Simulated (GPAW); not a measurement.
## The basis that the transmission of a Ga chain with one S atom in line needs

How well does a Ga chain with one S atom in line conduct at low bias, and how far do basis and functional move the answer?

Main program and level: GPAW 26.7.0; GPAW LCAO, PAW setups; Landauer transmission from Green's functions with principal layers (ASE), zero bias.

## 1. Set-up

The cell holds 11 atoms: 10 Ga and 1 S. Its edges and angles: a = 9.000 Å, b = 9.000 Å, c = 27.361 Å, α = 90.0°, β = 90.0°, γ = 90.0°. Regions: left lead, 5 atoms (5 Ga); channel, 1 atom (1 S); right lead, 5 atoms (5 Ga). Vacuum lies along a and b. The structure is stacked along c, and the current runs across the ab planes.

## 2. Double-zeta polarised basis

The script solves lead and junction separately, takes H and S in the orbital basis, and joins semi-infinite leads through their self-energies; the dzp basis is the working standard.

File run.py:

```python
import json
import numpy as np
from ase import Atoms
from ase.transport.calculators import TransportCalculator
from gpaw import GPAW, FermiDirac
from gpaw.lcao.tools import get_lcao_hamiltonian
from scipy.linalg import eigh

# The junction with lead layers at both ends, along the third cell vector
device = Atoms(
    ['Ga', 'Ga', 'Ga', 'Ga', 'Ga', 'S', 'Ga', 'Ga', 'Ga', 'Ga', 'Ga'],
    positions=[
        [4.50000, 4.50000, 1.27500],
        [4.50000, 4.50000, 3.82500],
        [4.50000, 4.50000, 6.37500],
        [4.50000, 4.50000, 8.92500],
        [4.50000, 4.50000, 11.47500],
        [4.50000, 4.50000, 13.68070],
        [4.50000, 4.50000, 15.88640],
        [4.50000, 4.50000, 18.43640],
        [4.50000, 4.50000, 20.98640],
        [4.50000, 4.50000, 23.53640],
        [4.50000, 4.50000, 26.08640]],
    cell=[[9.0, 0.0, 0.0], [0.0, 9.0, 0.0], [0.0, 0.0, 27.3614]],
    pbc=True)

# One principal layer of the lead: the first 3 atoms of the device
lead = Atoms(
    ['Ga', 'Ga', 'Ga'],
    positions=[
        [4.50000, 4.50000, 1.27500],
        [4.50000, 4.50000, 3.82500],
        [4.50000, 4.50000, 6.37500]],
    cell=[[9.0, 0.0, 0.0], [0.0, 9.0, 0.0], [0.0, 0.0, 7.65]],
    pbc=True)

settings = dict(mode='lcao', basis='dzp', xc='PBE', h=0.2,
                occupations=FermiDirac(0.1), maxiter=250,
                mixer=dict(beta=0.1, nmaxold=8, weight=100.0),
                convergence=dict(density=0.0001))
energies = np.arange(-3, 3 + 1e-9, 0.075)
eta = 0.0001
n1, n2 = 1, 1
# k and -k transmit alike, so half of the mesh across the current serves
mesh = [(i, j) for i in range(n1) for j in range(n2) if (i, j) <= (-i % n1, -j % n2)]
weights = np.array([1 if (i, j) == (-i % n1, -j % n2) else 2 for i, j in mesh]) / (n1 * n2)

# [... helper functions left out ...]
fermi_lead = ground_state(lead, (1, 1, 15), 'lead.txt')
fermi_device = ground_state(device, (1, 1, 3), 'device.txt')
# [... loop over the mesh left out, but for ...]
        # Shift the lead onto the potential of the device's first layer
        shift = ((H[:, 0, 0] - H0[:, 0, 0]) / S0[0, 0]).real.mean()
# [...]
kT = 8.617333e-5 * 300
bias = [0.1, 0.2, 0.5, 1.0, 1.5, 2.0]
# [... integrals and printing left out ...]
```

Launch:

```console
> OMP_NUM_THREADS=1 OPENBLAS_NUM_THREADS=1 python run.py
```

What it wrote:

```text
basis functions: device 143, principal layer 39
Fermi level: lead -2.8498 eV, device -2.8023 eV; lead shifted by -0.0192 eV
largest coupling past the next layer 6.03e-05 eV, largest misfit of the first layer 0.091 eV
  E-E_F (eV)   T (one spin)  [channel counts left out]
    -3.000    7.4696e-01
    -2.925    7.4834e-01
    -2.850    7.4977e-01
    -2.775    7.5129e-01
    -2.700    7.5290e-01
    -2.625    7.5463e-01
    -2.550    7.5652e-01
    -2.475    7.5862e-01
    -2.400    7.6097e-01
    -2.325    7.6365e-01
    -2.250    7.6675e-01
    -2.175    7.7042e-01
    -2.100    7.7484e-01
    -2.025    7.8032e-01
    -1.950    7.8734e-01
    -1.875    7.9674e-01
[...]
2.475    2.2933e+00
     2.550    2.2909e+00
     2.625    2.2863e+00
     2.700    2.2794e+00
     2.775    2.2702e+00
     2.850    2.2584e+00
     2.925    2.2441e+00
     3.000    2.2269e+00
conductance at 300 K: 1.8541 G0 a cell; thermopower -2.79 uV/K
current from the zero-bias T(E) at 0.1 V: 14.297 uA
current from the zero-bias T(E) at 0.2 V: 28.18 uA
current from the zero-bias T(E) at 0.5 V: 64.012 uA
current from the zero-bias T(E) at 1.0 V: 112.54 uA
current from the zero-bias T(E) at 1.5 V: 160.59 uA
current from the zero-bias T(E) at 2.0 V: 209.86 uA
```

The job ended after 30 s (1 thread of Arm Neoverse V2, shared host; peak memory 0.94 GiB).

Numbers from this step:

```yaml
conductance: 1.854 G₀
thermopower: -2.790 μV/K
largest_coupling_past_the_next_principal_layer: 6.03e-5 eV
largest_misfit_of_the_first_principal_layer: 0.09103 eV
shift_that_aligns_the_lead: -0.01916 eV
basis_functions_of_the_junction: 143
basis_functions_of_a_principal_layer: 39
transmission_at_the_fermi_level_one_spin: 1.885
```

One spin. The transmission, zone mean by energy, zero at the Fermi level:

```csv
energy (eV),"transmission, zone mean"
-3.0000,0.747
-2.7750,0.751
-2.4750,0.759
-2.2500,0.767
-2.0250,0.780
-1.7250,0.831
-1.5750,0.954
-1.5000,1.9e-4
-1.2750,0.649
-0.9750,0.715
-0.7500,0.732
-0.5250,0.742
-0.2250,0.956
0.0000,1.89
0.2250,1.77
0.5250,1.72
0.7500,1.77
0.9750,1.86
1.2750,2.00
1.5000,2.10
1.7250,2.18
2.0250,2.26
2.2500,2.29
2.4750,2.29
2.7750,2.27
3.0000,2.23
```

Not self-consistent under bias; the bias window is split evenly. Current through one cell, from the zero-bias transmission against bias:

```csv
bias (V),"current through one cell, from the zero-bias transmission (μA)"
0.100,14.3
0.200,28.2
0.500,64.0
1.000,113
1.500,161
2.000,210
```

The transmission of the three most open eigenchannels by energy, zero at the Fermi level:

```csv
energy (eV),channel 1,channel 2,channel 3
-3.00,0.747,9.5e-12,0
-2.85,0.750,9.4e-12,0
-2.70,0.753,9.3e-12,0
-2.55,0.757,9.1e-12,0
-2.33,0.764,9.0e-12,0
-2.17,0.770,8.8e-12,0
-2.02,0.780,8.7e-12,0
-1.88,0.797,8.6e-12,0
-1.73,0.831,8.4e-12,0
-1.57,0.954,8.3e-12,0
-1.35,0.590,8.1e-12,0
-1.20,0.678,7.9e-12,0
-1.05,0.706,7.7e-12,0
-0.90,0.722,7.6e-12,0
-0.75,0.732,7.4e-12,0
-0.60,0.739,7.2e-12,0
-0.38,0.746,1.2e-11,1.2e-11
-0.23,0.750,0.103,0.103
-0.07,0.753,0.523,0.523
0.00,0.755,0.565,0.565
0.07,0.756,0.555,0.555
0.23,0.758,0.507,0.507
0.38,0.759,0.482,0.482
0.60,0.761,0.486,0.486
0.75,0.762,0.506,0.506
0.90,0.763,0.533,0.533
1.05,0.764,0.565,0.565
1.20,0.765,0.599,0.599
1.35,0.766,0.633,0.633
1.57,0.769,0.680,0.680
1.73,0.770,0.706,0.706
1.88,0.772,0.727,0.727
2.02,0.775,0.742,0.742
2.17,0.777,0.752,0.752
2.33,0.779,0.756,0.756
2.55,0.783,0.754,0.754
2.70,0.785,0.747,0.747
2.85,0.787,0.736,0.736
3.00,0.789,0.719,0.719
```

Couplings past the next layer reach 6.0e-5 eV, small enough to drop; the matrix elements of the cell's first layer differ from the bulk lead's by up to 0.091 eV. That layer keeps its own values in the calculation, and only beyond it is the lead taken as perfect. The Fermi levels of lead and junction count from different zeros of potential, one for each periodic cell; with both set to zero, the small remaining shift is what aligns them. By hand: G = 1.854 × 77.48 μS = 144 μS, a resistance of 6.96 kΩ; at 0.1 V a linear junction would pass 14.4 μA, and the integral over the bias window gives 14.3 μA. Mott's formula, S = -(π²/3)(k_B²T/e) d ln T/dE, has the prefactor 7.33 μV/K·eV at 300 K; T = 1.799 at -0.075 eV and 1.865 at 0.075 eV give a slope of 0.242 per eV and S = -1.77 μV/K, beside -2.79 μV/K from the thermal integral, which interpolates the same grid.

## 3. GPAW, szp: basis = "szp(dzp)"

One radial function a shell plus polarisation makes the matrices smaller; the question is what that costs.

run.py, as its differences from that of step 2:

```diff
@@ -36,3 +36,3 @@
 
-settings = dict(mode='lcao', basis='dzp', xc='PBE', h=0.2,
+settings = dict(mode='lcao', basis='szp(dzp)', xc='PBE', h=0.2,
                 occupations=FermiDirac(0.1), maxiter=250,
```

What it wrote:

```text
basis functions: device 99, principal layer 27
Fermi level: lead -3.1746 eV, device -3.1039 eV; lead shifted by -0.0181 eV
largest coupling past the next layer 5.81e-05 eV, largest misfit of the first layer 0.095 eV
  E-E_F (eV)   T (one spin)  [channel counts left out]
    -3.000    7.9254e-01
    -2.925    7.9601e-01
    -2.850    7.9984e-01
    -2.775    8.0410e-01
    -2.700    8.0887e-01
    -2.625    8.1427e-01
    -2.550    8.2043e-01
    -2.475    8.2754e-01
    -2.400    8.3583e-01
    -2.325    8.4564e-01
    -2.250    8.5740e-01
    -2.175    8.7174e-01
    -2.100    8.8951e-01
    -2.025    9.1191e-01
    -1.950    9.4036e-01
    -1.875    9.7485e-01
[...]
2.475    2.3294e+00
     2.550    2.3268e+00
     2.625    2.3220e+00
     2.700    2.3147e+00
     2.775    2.3050e+00
     2.850    2.2927e+00
     2.925    2.2776e+00
     3.000    2.2596e+00
conductance at 300 K: 1.8068 G0 a cell; thermopower -3.358 uV/K
current from the zero-bias T(E) at 0.1 V: 13.925 uA
current from the zero-bias T(E) at 0.2 V: 27.395 uA
current from the zero-bias T(E) at 0.5 V: 61.581 uA
current from the zero-bias T(E) at 1.0 V: 108.09 uA
current from the zero-bias T(E) at 1.5 V: 154.38 uA
current from the zero-bias T(E) at 2.0 V: 201.73 uA
```

Elapsed: 26 s, on 1 thread; peak memory 0.92 GiB.

Numbers from this step:

```
conductance                                    : 1.807 G₀
thermopower                                    : -3.358 μV/K
largest coupling past the next principal layer : 5.81e-5 eV
largest misfit of the first principal layer    : 0.09476 eV
shift that aligns the lead                     : -0.01807 eV
basis functions of the junction                : 99
basis functions of a principal layer           : 27
transmission at the Fermi level (one spin)     : 1.840
```

One spin. Table of transmission, zone mean by energy, zero at the Fermi level:

```csv
energy (eV),"transmission, zone mean"
-3.0000,0.793
-2.7750,0.804
-2.4750,0.828
-2.2500,0.857
-2.0250,0.912
-1.8000,0.999
-1.7250,0.715
-1.5000,7.7e-7
-1.2750,0.421
-0.9750,0.585
-0.7500,0.630
-0.5250,0.656
-0.2250,0.814
0.0000,1.84
0.2250,1.74
0.5250,1.72
0.7500,1.78
0.9750,1.88
1.2750,2.03
1.5000,2.14
1.7250,2.22
2.0250,2.30
2.2500,2.32
2.4000,2.33
2.4750,2.33
2.7750,2.31
3.0000,2.26
```

Not self-consistent under bias; the bias window is split evenly. Current through one cell, from the zero-bias transmission against bias:

```csv
bias (V),"current through one cell, from the zero-bias transmission (μA)"
0.100,13.9
0.200,27.4
0.500,61.6
1.000,108
1.500,154
2.000,202
```

The transmission of the three most open eigenchannels by energy, zero at the Fermi level:

```csv
energy (eV),channel 1,channel 2,channel 3
-3.00,0.793,0,0
-2.85,0.800,0,0
-2.70,0.809,0,0
-2.55,0.820,0,0
-2.33,0.846,0,0
-2.17,0.872,0,0
-2.02,0.912,0,0
-1.88,0.975,0,0
-1.73,0.715,0,0
-1.57,2.5e-5,0,0
-1.35,0.312,0,0
-1.20,0.487,0,0
-1.05,0.562,0,0
-0.90,0.603,0,0
-0.75,0.630,0,0
-0.60,0.648,0,0
-0.38,0.667,4.4e-12,4.4e-12
-0.23,0.677,0.0685,0.0685
-0.07,0.684,0.530,0.530
0.00,0.687,0.577,0.577
0.07,0.689,0.567,0.567
0.23,0.694,0.523,0.523
0.38,0.698,0.503,0.503
0.60,0.702,0.516,0.516
0.75,0.704,0.540,0.540
0.90,0.706,0.571,0.571
1.05,0.708,0.606,0.606
1.20,0.709,0.643,0.643
1.35,0.711,0.679,0.679
1.57,0.728,0.728,0.713
1.73,0.754,0.754,0.714
1.88,0.774,0.774,0.716
2.02,0.789,0.789,0.717
2.17,0.799,0.799,0.719
2.33,0.801,0.801,0.721
2.55,0.802,0.802,0.724
2.70,0.794,0.794,0.726
2.85,0.782,0.782,0.728
3.00,0.765,0.765,0.730
```

The conductance, 1.81 G₀, lies 2.6 % below that of the dzp run.

## 4. Minimal basis

One function for each valence shell of the setup, as for a first survey of a large system.

run.py, as its differences from that of step 3:

```diff
@@ -36,3 +36,3 @@
 
-settings = dict(mode='lcao', basis='szp(dzp)', xc='PBE', h=0.2,
+settings = dict(mode='lcao', basis='sz(dzp)', xc='PBE', h=0.2,
                 occupations=FermiDirac(0.1), maxiter=250,
```

What it wrote:

```text
basis functions: device 44, principal layer 12
Fermi level: lead -3.2329 eV, device -3.1380 eV; lead shifted by -0.0121 eV
largest coupling past the next layer 5.75e-05 eV, largest misfit of the first layer 0.076 eV
  E-E_F (eV)   T (one spin)  [channel counts left out]
    -3.000    7.6906e-01
    -2.925    7.7197e-01
    -2.850    7.7523e-01
[...]
2.925    2.0443e+00
     3.000    2.0144e+00
conductance at 300 K: 1.7509 G0 a cell; thermopower -3.393 uV/K
current from the zero-bias T(E) at 0.1 V: 13.494 uA
current from the zero-bias T(E) at 0.2 V: 26.552 uA
current from the zero-bias T(E) at 0.5 V: 59.586 uA
current from the zero-bias T(E) at 1.0 V: 103.65 uA
current from the zero-bias T(E) at 1.5 V: 147.02 uA
current from the zero-bias T(E) at 2.0 V: 191.26 uA
```

Run time: 19 s. Hardware: 1 thread; peak memory 0.84 GiB.

This step gave:

| Quantity | Value |
| --- | --- |
| conductance | 1.751 G₀ |
| thermopower | -3.393 μV/K |
| largest coupling past the next principal layer | 5.75e-5 eV |
| largest misfit of the first principal layer | 0.07650 eV |
| shift that aligns the lead | -0.01214 eV |
| basis functions of the junction | 44 |
| basis functions of a principal layer | 12 |
| transmission at the Fermi level (one spin) | 1.783 |

One spin. The transmission, zone mean by energy, zero at the Fermi level:

```csv
energy (eV),"transmission, zone mean"
-3.0000,0.769
-2.7750,0.779
-2.4750,0.801
-2.2500,0.832
-2.0250,0.896
-1.8000,0.981
-1.7250,5.3e-6
-1.5000,0.0142
-1.2750,0.447
-0.9750,0.563
-0.7500,0.597
-0.5250,0.618
-0.2250,0.781
0.0000,1.78
0.2250,1.67
0.5250,1.61
0.7500,1.66
0.9750,1.74
1.2750,1.87
1.5000,1.97
1.7250,2.04
2.0250,2.12
2.2500,2.14
2.3250,2.15
2.4750,2.14
2.7750,2.09
3.0000,2.01
```

The conductance, 1.75 G₀, lies 5.6 % below that of the dzp run.

## 5. revPBE in the dzp basis: xc = "revPBE"

Back in the dzp basis, the functional changes from PBE to revPBE, to set the spread between functionals beside that between bases.

run.py, as its differences from that of step 4:

```diff
@@ -36,3 +36,3 @@
 
-settings = dict(mode='lcao', basis='sz(dzp)', xc='PBE', h=0.2,
+settings = dict(mode='lcao', basis='dzp', xc='revPBE', h=0.2,
                 occupations=FermiDirac(0.1), maxiter=250,
```

What it wrote:

```text
basis functions: device 143, principal layer 39
Fermi level: lead -2.7655 eV, device -2.7168 eV; lead shifted by -0.0201 eV
largest coupling past the next layer 6.04e-05 eV, largest misfit of the first layer 0.092 eV
  E-E_F (eV)   T (one spin)  [channel counts left out]
    -3.000    7.3252e-01
    -2.925    7.3327e-01
    -2.850    7.3403e-01
[...]
2.925    2.2310e+00
     3.000    2.2137e+00
conductance at 300 K: 1.8511 G0 a cell; thermopower -2.55 uV/K
current from the zero-bias T(E) at 0.1 V: 14.275 uA
current from the zero-bias T(E) at 0.2 V: 28.14 uA
current from the zero-bias T(E) at 0.5 V: 63.962 uA
current from the zero-bias T(E) at 1.0 V: 112.46 uA
current from the zero-bias T(E) at 1.5 V: 160.55 uA
current from the zero-bias T(E) at 2.0 V: 210.04 uA
```

Run time: 29 s. Hardware: 1 thread; peak memory 0.93 GiB.

Numbers from this step:

- conductance: 1.851 G₀
- thermopower: -2.550 μV/K
- largest coupling past the next principal layer: 6.04e-5 eV
- largest misfit of the first principal layer: 0.09173 eV
- shift that aligns the lead: -0.02006 eV
- basis functions of the junction: 143
- basis functions of a principal layer: 39
- transmission at the Fermi level (one spin): 1.882

One spin. Transmission, zone mean against energy, zero at the Fermi level:

```csv
energy (eV),"transmission, zone mean"
-3.0000,0.733
-2.7750,0.735
-2.4750,0.738
-2.2500,0.741
-2.0250,0.746
-1.7250,0.760
-1.5000,0.933
-1.2750,0.724
-0.9750,0.742
-0.7500,0.748
-0.5250,0.753
-0.2250,0.968
0.0000,1.88
0.2250,1.76
0.5250,1.71
0.7500,1.76
0.9750,1.85
1.2750,1.99
1.5000,2.09
1.7250,2.17
2.0250,2.25
2.2500,2.28
2.4000,2.28
2.4750,2.28
2.7750,2.26
3.0000,2.21
```

The conductance equals that of the dzp run to 0.2 %.

## 6. The ladder

Times are for 1 thread of Arm Neoverse V2, shared host. The runs compared:

```csv
no.,run,conductance (G₀),time,memory (GiB)
1,dzp,1.854,30 s,0.94
2,szp,1.807,26 s,0.92
3,sz,1.751,19 s,0.84
4,dzp revPBE,1.851,29 s,0.93
```

## 7. The levels side by side

The curves are compared point by point over the common energies.

This step: comparison of transmission and cost over codes and levels (GPAW 26.7.0).

Ladder, by row:

```csv
step,code,T at the Fermi level (sum over the listed spins),conductance (G0),r.m.s. T(E) from the first,wall time (s),peak memory (GiB),threads
dzp,GPAW,1.885,1.854,0,29.88,0.94,1
szp,GPAW,1.84,1.807,0.1695,25.91,0.92,1
sz,GPAW,1.783,1.751,0.213,19.37,0.84,1
dzp-revPBE,GPAW,1.882,1.851,0.1127,29.12,0.93,1
```

Transmission, zone mean, sum over the listed spins against energy, zero at the Fermi level:

```csv
energy (eV),dzp,szp,sz,dzp-revPBE
-3.00,0.747,0.793,0.769,0.733
-2.77,0.751,0.804,0.779,0.735
-2.55,0.757,0.820,0.794,0.737
-2.25,0.767,0.857,0.832,0.741
-2.02,0.780,0.912,0.896,0.746
-1.80,0.810,0.999,0.981,0.754
-1.57,0.954,2.5e-5,1.0e-6,0.790
-1.35,0.590,0.312,0.379,0.709
-1.05,0.706,0.562,0.545,0.739
-0.82,0.727,0.618,0.588,0.746
-0.60,0.739,0.648,0.612,0.751
-0.38,0.746,0.667,0.628,0.755
-0.15,1.47,1.37,1.34,1.48
0.00,1.89,1.84,1.78,1.88
0.15,1.82,1.78,1.72,1.81
0.38,1.72,1.70,1.62,1.71
0.60,1.73,1.73,1.62,1.72
0.82,1.80,1.82,1.68,1.79
1.05,1.89,1.92,1.78,1.88
1.35,2.03,2.07,1.91,2.02
1.57,2.13,2.17,1.99,2.12
1.80,2.21,2.24,2.07,2.20
2.02,2.26,2.30,2.12,2.25
2.25,2.29,2.32,2.14,2.28
2.55,2.29,2.33,2.14,2.28
2.77,2.27,2.31,2.09,2.26
3.00,2.23,2.26,2.01,2.21
```

(Continued in part 2 of 2.)

[Logs are printed without paths, hosts, clocks, repeated set-up lines and the standing remarks that a program may print on its own settings, such as how far it seeks lower states.]

[Hosts, paths, dates, database ids (printed as entryN), source tags and the programs' standing remarks are cut or masked in the printed files.]
